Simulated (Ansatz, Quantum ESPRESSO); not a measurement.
# Equation of state of zinc blende InSb

How stiff is zinc blende InSb under hydrostatic load? Each row scales the relaxed cell evenly and relaxes the atoms. The phase is followed to these pressures whether or not it stays the stable one.

Calculated with Quantum ESPRESSO 7.5, PBEsol, PseudoDojo 0.4.1 norm-conserving potentials, cutoff 1170 eV, Fermi–Dirac smearing 0.02 eV, k-mesh 7×7×7, no spin polarisation, no spin-orbit coupling.

Reference cell, relaxed at zero pressure with PBEsol (F-43m): a = 4.6124 Å, b = 4.6124 Å, c = 4.6124 Å, α = 60.00°, β = 60.00°, γ = 60.00°.

```csv
atom,x,y,z
Sb,0.7500,0.7500,0.7500
In,0.0000,0.0000,0.0000
```

```
V (Å³/atom)    V/V0  P (GPa)  E − E0 (meV/atom)
    32.6116  0.9400    3.083               18.9
    33.3054  0.9600    1.938                8.1
    33.9993  0.9800    0.915                2.0
    36.0809  1.0400   −1.527                6.8
    36.7747  1.0600   −2.167               14.8
```

V0 = 34.6931 Å³ an atom, where the residual pressure P0 is +0.003 GPa. **Question.** Fit the Birch–Murnaghan law and give the pressure and the energy at V = 35.3870 Å³ an atom, a row left out above.

With the Eulerian strain f = ½[(V0/V)^(2/3) − 1] and F = (P − P0)/[3f(1 + 2f)^(5/2)], the third-order law is the line F = B0 + (3/2) B0 (B′ − 4) f.

```csv
f,F (GPa)
0.02106,43.98
0.01379,43.68
0.00678,43.36
−0.01290,42.19
−0.01905,41.84
```

A straight line through the 5 rows: the means are 0.001936 for f and 43.01 for F, Σ(Δx)² = 0.00119 and ΣΔxΔy = 0.06491, so the slope is 0.06491/0.00119 = 54.533 and the intercept 43.01 − (54.533)(0.001936) = 42.904.

Hence B0 = 42.9 GPa and B′ = 4 + (54.5)/(1.5 × 42.9) = 4.85. For the withheld volume f = −0.00656, F = 42.55 GPa and P = −0.81 GPa. The run itself gives −0.81 GPa, so the estimate misses by 0.00 GPa, a rounding's worth.

Integrating the same law gives E − E0 = (9/2) B0 V0 f²[1 + (B′ − 4) f] + P0(V0 − V), with 1 GPa Å³ = 6.2415 meV: 1.8 meV an atom. The run itself gives 1.8 meV, so the estimate misses by 0.0 meV, a rounding's worth.

The same fit over all rows at other levels or in other programs gives B0 = 47 GPa with LDA (Quantum ESPRESSO, GBRV) and 43 GPa with PBEsol (Ansatz).

[Logs are printed without paths, hosts, clocks, repeated set-up lines and the standing remarks that a program may print on its own settings, such as how far it seeks lower states.]
